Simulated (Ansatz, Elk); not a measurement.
# Bonding as seen by X-rays: Cr2Tc

Structure refinements treat a crystal as free atoms side by side. For a made-up structure of Cr2Tc (cell and positions from a PBE relaxation) the runs below show what the calculated density changes in F(hkl).

Main program and level: Elk 11.2.3 (patched build); DFT, PBE, all-electron APW+lo, Dirac cores, scalar-relativistic bands, static density, no spin.

The structure was built from a prototype and need not be the compound's stable phase.

### 1. Starting point

It takes space group Fmmm (No. 69, orthorhombic). Conventional cell: a = 2.947 Å, b = 4.219 Å, c = 12.249 Å, α = 90.00°, β = 90.00°, γ = 90.00°. Tc has 4 Tc at 2.57 Å and 4 Cr at 2.58 Å nearest. Nearest to Cr lie 6 Cr at 2.40 to 2.57 Å and 2 Tc at 2.58 Å. Farther neighbours are not listed.

### 2. Ground state and structure factors

An all-electron density is needed, since X-rays see the cores too. Task 0 finds the density and task 195 Fourier-transforms it; tshift is off so that phases refer to the origin typed.

The input, elk.in:

```
tasks
  0
  195

xctype
  20

spinpol
  .false.

rgkmax
  7.0

gmaxvr
  14.0

lmaxo
  7

lmaxapw
  8

swidth
  0.002

tshift
  .false.

ramdisk
  .false.

hmaxvr
  5.5

maxscl
  120

epspot
  1e-06

sppath
  './'

avec
  0.00000000000 3.98675825700 11.57377960033
  2.78465925628 0.00000000000 11.57377960033
  2.78465925628 3.98675825700 0.00000000000

atoms
  2
  'Tc.in'
  1
  -0.0000000000 -0.0000000000 0.0000000000   0.000000 0.000000 0.000000
  'Cr.in'
  2
  0.6726460831 0.6726460831 0.3273539169   0.000000 0.000000 0.000000
  0.3273539169 0.3273539169 0.6726460831   0.000000 0.000000 0.000000

ngridk
  9 9 9
```

Run with:

```sh
$ OMP_NUM_THREADS=4 elk
```

Numbers of over 12 decimals in the logs are rounded to 6 here.

The program printed:

```text
┌─────────────────────────┐
│ Elk code version 11.2.3 │
└─────────────────────────┘

All units are atomic (Hartree, Bohr, etc.)

┌─────────────────────────────────────────────────┐
│ Ground-state run starting from atomic densities │
└─────────────────────────────────────────────────┘

Lattice vectors :
   0.000000000       3.986758257       11.57377960
   2.784659256       0.000000000       11.57377960
   2.784659256       3.986758257       0.000000000

Reciprocal lattice vectors :
  -1.128178482      0.7880068093      0.2714405114
   1.128178482     -0.7880068093      0.2714405114
   1.128178482      0.7880068093     -0.2714405114

Unit cell volume      :    256.9787228
Brillouin zone volume :   0.9652558419

Muffin-tin inner radius fraction :   0.1000000000E-01

Nuclei treated as point charges

Species : 1 (Tc)
 parameters loaded from : Tc.in
 name : technetium
 nuclear charge    :   -43.00000000
 electronic charge :    43.00000000
 atomic mass :    178643.0716
 muffin-tin radius :    2.406489696
 number of radial points in muffin-tin :   1193
 inner part over the whole radius :   0.9953888814E-02
 number on inner part of muffin-tin    :    847
 approximate nuclear radius :   0.8398520868E-04
 number of mesh points to nuclear radius :    423
 atomic positions (lattice), magnetic fields (Cartesian) :
  1 :   0.00000000  0.00000000  0.00000000    0.00000000  0.00000000  0.00000000

Species : 2 (Cr)
 parameters loaded from : Cr.in
 name : chromium
 nuclear charge    :   -24.00000000
 electronic charge :    24.00000000
 atomic mass :    94783.09202
 muffin-tin radius :    2.243185783
 number of radial points in muffin-tin :    993
 inner part over the whole radius :   0.9901085595E-02
 number on inner part of muffin-tin    :    698
 approximate nuclear radius :   0.6987106690E-04
 number of mesh points to nuclear radius :    330
 atomic positions (lattice), magnetic fields (Cartesian) :
  1 :  -0.32735392 -0.32735392  0.32735392    0.00000000  0.00000000  0.00000000
  2 :   0.32735392  0.32735392 -0.32735392    0.00000000  0.00000000  0.00000000

Total number of atoms per unit cell :    3
Total muffin-tin volume :    152.9383427
 ratio of muffin-tin to unit cell volume :   0.5951400998

Spin treatment :
 spin-unpolarised

Number of Bravais lattice symmetries :    8
Number of crystal symmetries         :    8
Crystal has inversion symmetry
Real symmetric eigensolver will be used

k-point grid :      9     9     9
k-point offset :    0.000000000       0.000000000       0.000000000
k-point set is reduced with full crystal symmetry group
Total number of k-points :      125

Muffin-tin radius times maximum |G+k| :    7.000000000
 using average radius
Maximum |G+k| for APW functions       :    3.046630303
Maximum (1/2)|G+k|²                   :    4.640978102
Maximum |G| for potential and density :    14.00000000
Constant for pseudocharge density :    8
 order of it for each species :   15  15
 order of it for pair densities of each species (exact exchange by exxq0 0: 16) :   11   9
Radial integration step length :    1

G-vector grid sizes :     56    54    24
Number of G-vectors :    11895

Maximum angular momentum used for
 APW functions            :    8
 outer part of muffin-tin :    7
 inner part of muffin-tin :    2

Total nuclear charge    :   -91.00000000
Total core charge       :    48.00000000
Total valence charge    :    43.00000000
Total excess charge     :    0.000000000
Total electronic charge :    91.00000000

Effective Wigner radius, rₛ :   0.8768441084

Number of empty states         :     12
Total number of valence states :     34
Total number of core states    :     48

Third-order local-orbitals added for an l without core states : T
Total number of local-orbitals :     64

Exchange-correlation functional :     20     0     0
 Perdew-Burke-Ernzerhof, Phys. Rev. Lett. 77, 3865 (1996)
 gradient requirement :    1
 generalised gradient approximation (GGA)

Smearing type :    3
 Fermi-Dirac
Smearing width :   0.2000000000E-02
[...]
Madelung                    :     -7699.1280625491
 xc potential                :     -279.84637843677
 exchange                    :     -220.68004422133
 correlation                 :     -4.481225
 electron entropic           :    -0.10550605789314E-02
 total energy                :     -6388.7375016270

Density of states at Fermi energy :    82.51157731
 (states/Hartree/unit cell)

Estimated indirect band gap :   0.5142259421E-03
 from k-point 91 to k-point 74
Estimated direct band gap   :   0.3956428746E-02
 at k-point 65

Charges :
 core                        :    48.00000000
 valence                     :    43.00000000
 interstitial                :    5.507430811
 muffin-tins (core leakage)
  species : 1 (Tc)
   atom 1                    :    41.53424423     (  0.2409559698E-06)
  species : 2 (Cr)
   atom 1                    :    21.97916248     ( -0.2195059530E-06)
   atom 2                    :    21.97916248     ( -0.2195059530E-06)
 total in muffin-tins        :    85.49256919
 total calculated charge     :    91.00112867
 total charge                :    91.00000000
 error                       :   0.1128668935E-02

RMS change in Kohn-Sham potential (target) :   0.3990026017     (  0.1000000000E-05)
Absolute change in total energy (target)   :   0.1923529097     (  0.1000000000E-03)

[... loops 3 to 16 left out ...]

┌──────────────────┐
│ Loop number : 17 │
└──────────────────┘

Energies :
 Fermi                       :     0.438038
 sum of occupied eigenvalues :     -3768.6886471983
 electron kinetic            :      6577.8849046086
 core electron kinetic       :      6264.8501471803
 Coulomb                     :     -12739.887336048
 Coulomb potential           :     -10052.038082780
 nuclear-nuclear             :     -925.82117009640
 electron-nuclear            :     -13608.903081990
 Hartree                     :      1794.8369160375
 Madelung                    :     -7713.8682946583
 xc potential                :     -294.53546902653
 exchange                    :     -221.95069099223
 correlation                 :     -4.469234
 electron entropic           :    -0.13737243895433E-02
 total energy                :     -6388.4237299481

Density of states at Fermi energy :    105.8334850
 (states/Hartree/unit cell)

Estimated indirect band gap :   0.3466223574E-03
 from k-point 102 to k-point 50
Estimated direct band gap   :   0.2978011548E-02
 at k-point 27

Charges :
 core                        :    48.00000000
 valence                     :    43.00000000
 interstitial                :    4.634600973
 muffin-tins (core leakage)
  species : 1 (Tc)
[...]
species : 2 (Cr)
[...]
total in muffin-tins        :    86.36539903
 total calculated charge     :    91.00099207
 total charge                :    91.00000000
 error                       :   0.9920655524E-03

RMS change in Kohn-Sham potential (target) :   0.7897995528E-06 (  0.1000000000E-05)
Absolute change in total energy (target)   :   0.4773022920E-04 (  0.1000000000E-03)

Convergence targets achieved

┌──────────────────┐
│ Loop number : 18 │
└──────────────────┘

Energies :
 Fermi                       :     0.438038
 sum of occupied eigenvalues :     -3768.6886484989
 electron kinetic            :      6577.8849050850
 core electron kinetic       :      6264.8501473546
 Coulomb                     :     -12739.887338428
 Coulomb potential           :     -10052.038077169
 nuclear-nuclear             :     -925.82117009640
 electron-nuclear            :     -13608.903093823
 Hartree                     :      1794.8369254916
 Madelung                    :     -7713.8682998433
 xc potential                :     -294.53547641535
 exchange                    :     -221.95069087430
 correlation                 :     -4.469234
 electron entropic           :    -0.13737246463160E-02
 total energy                :     -6388.4237317201

Density of states at Fermi energy :    105.8335034
 (states/Hartree/unit cell)

Estimated indirect band gap :   0.3466104784E-03
 from k-point 102 to k-point 50
Estimated direct band gap   :   0.2978013569E-02
 at k-point 27

Charges :
 core                        :    48.00000000
 valence                     :    43.00000000
 interstitial                :    4.634600693
 muffin-tins (core leakage)
  species : 1 (Tc)
   atom 1                    :    41.31608531     (  0.2010488167E-06)
  species : 2 (Cr)
   atom 1                    :    22.52465700     ( -0.2195146589E-06)
   atom 2                    :    22.52465700     ( -0.2195146589E-06)
 total in muffin-tins        :    86.36539931
 total calculated charge     :    91.00099207
 total charge                :    91.00000000
 error                       :   0.9920656955E-03

┌──────────────────────────────┐
│ Self-consistent loop stopped │
└──────────────────────────────┘

Wrote STATE.OUT
```

The job ended after 43 s (4 threads of Arm Neoverse V1, shared host; peak memory 0.16 GiB).

SFACRHO.OUT:

```text

h k l indices transformed by vhmat matrix:
   1.000000000       0.000000000       0.000000000    
   0.000000000       1.000000000       0.000000000    
   0.000000000       0.000000000       1.000000000    

      h      k      l  multipl.   |H|            Re(F)            Im(F)           |F|

      0      0      0      1   0.0000000       91.000000     -0.16516438E-16   91.000000    
     -1     -1      0      2  0.54288102       15.387756     -0.71325924E-14   15.387756    
      2      2      0      2   1.0857620       21.955597      0.10698889E-13   21.955597    
      0     -1      0      8   1.4026480       16.910329     -0.17831481E-14   16.910329    
      1      0      1      2   1.5760136       65.140649     -0.11569619E-13   65.140649    
      2      1      0      8   1.5990188       64.497590      -0.0000000       64.497590    
      3      3      0      2   1.6286431       63.337911     -0.27638795E-13   63.337911    
      0     -1      1      4   1.6668949       12.976455      -0.0000000       12.976455    
     -3     -2     -1      4   1.9138177       18.519693     -0.89157405E-14   18.519693    
     -2     -3      0      8   1.9328063       9.8383739     -0.17831481E-13   9.8383739    
     -4     -4      0      2   2.1715241       7.3949877     -0.35662962E-13   7.3949877    
      0      1      1      2   2.2563570       54.692384     -0.11666716E-13   54.692384    
     -2     -3      1      4   2.2663400       53.869501      -0.0000000       53.869501    
     -1      0      1      4   2.3207470       11.919801      0.89157405E-14   11.919801    
     -3     -4      0      8   2.3460731       20.026794     -0.53494443E-14   20.026794    
     -2     -3     -1      4   2.5040020       16.722871     -0.89157405E-14   16.722871    
      1      0      2      8   2.6334501       13.913424      0.71325924E-14   13.913424    
      3      4     -1      4   2.6831578       7.3386520      -0.0000000       7.3386520
```

Elk indexes on the primitive cell of elk.in and gives |H| = 4π sin θ/λ in inverse bohr. Below, one row stands for each form hkl of the conventional cell (m members, Friedel mates merged), F is for one primitive cell and the density is static (no thermal factor). Free-atom factors are Waasmaier and Kirfel's, and R is Σm||F|−|F'||/Σm|F|.

| hkl | m | sin θ/λ (Å⁻¹) | abs F, DFT | neutral atoms | diff. |
| --- | --- | --- | --- | --- | --- |
| 002 | 2 | 0.082 | 15.388 | 15.213 | +0.175 |
| 004 | 2 | 0.163 | 21.956 | 21.659 | +0.297 |
| 111 | 8 | 0.211 | 16.910 | 16.654 | +0.256 |
| 020 | 2 | 0.237 | 65.141 | 66.037 | -0.896 |
| 113 | 8 | 0.240 | 64.498 | 65.418 | -0.921 |
| 006 | 2 | 0.245 | 63.338 | 64.269 | -0.931 |
| 022 | 4 | 0.251 | 12.976 | 12.733 | +0.244 |
| 024 | 4 | 0.288 | 18.520 | 18.459 | +0.061 |
| 115 | 8 | 0.291 | 9.838 | 9.606 | +0.233 |
| 008 | 2 | 0.327 | 7.395 | 7.182 | +0.213 |
| 200 | 2 | 0.339 | 54.692 | 55.079 | -0.386 |
| 026 | 4 | 0.341 | 53.870 | 54.239 | -0.369 |
| 202 | 4 | 0.349 | 11.920 | 11.825 | +0.095 |
| 117 | 8 | 0.353 | 20.027 | 20.014 | +0.013 |
| 204 | 4 | 0.377 | 16.723 | 16.707 | +0.016 |
| 131 | 8 | 0.396 | 13.913 | 13.848 | +0.066 |
| 028 | 4 | 0.404 | 7.339 | 7.278 | +0.061 |
| 0 0 10 | 2 | 0.408 | 21.450 | 21.404 | +0.046 |

### 3. The highest occupied states alone

An energy window below the Fermi level keeps the highest occupied states, to see at which angles they scatter; shallow core shells can lie inside it and anion s states outside. No new self-consistency is needed.

Changes to elk.in since step 2:

```diff
@@ -1,3 +1,2 @@
 tasks
-  0
   195
@@ -40,2 +39,5 @@
 
+wsfac
+  -0.113200 0.738040
+
 sppath
```

Run with:

```sh
$ OMP_NUM_THREADS=4 elk
```

The program printed:

```text
┌─────────────────────────────────┐
│ Elk code version 11.2.3 started │
└─────────────────────────────────┘

Info(readinput): the functional depends on the density's gradient
 muffin-tin radial points multiplied by    2.00000
 (not where nrmtscf is given)

┌────────────────────┐
│ Current task : 195 │
└────────────────────┘
Info(checkmt): changed muffin-tin radius of species 1 (Tc) from   2.6000 to   2.4065
Info(checkmt): changed muffin-tin radius of species 2 (Cr) from   2.4000 to   2.2432

Info(sfacrho): density structure factors written to SFACRHO.OUT

 Energy window :  -0.1132000000      0.7380400000

┌──────────────────┐
│ Elk code stopped │
└──────────────────┘
```

Wall time 4.7 s (4 threads); peak memory 0.17 GiB; 8.9 s of CPU time.

States within 15 eV below the Fermi level hold 19.00 electrons; any levels below the window count with the cores. Their amplitudes can exceed the total, where window and core parts have opposite phase:

| hkl | sin θ/λ (Å⁻¹) | abs F, window | abs F, all |
| --- | --- | --- | --- |
| 002 | 0.082 | 0.056 | 15.388 |
| 004 | 0.163 | 0.685 | 21.956 |
| 111 | 0.211 | 0.301 | 16.910 |
| 020 | 0.237 | 4.590 | 65.141 |
| 113 | 0.240 | 4.404 | 64.498 |
| 006 | 0.245 | 4.151 | 63.338 |
| 022 | 0.251 | 0.795 | 12.976 |
| 024 | 0.288 | 0.333 | 18.520 |
| 115 | 0.291 | 1.028 | 9.838 |
| 008 | 0.327 | 1.110 | 7.395 |

[end of part 1 of 2]

[Logs are printed without paths, hosts, clocks, repeated set-up lines and the standing remarks that a program may print on its own settings, such as how far it seeks lower states.]

[Hosts, paths, dates, database ids (printed as entryN), source tags and the programs' standing remarks are cut or masked in the printed files.]
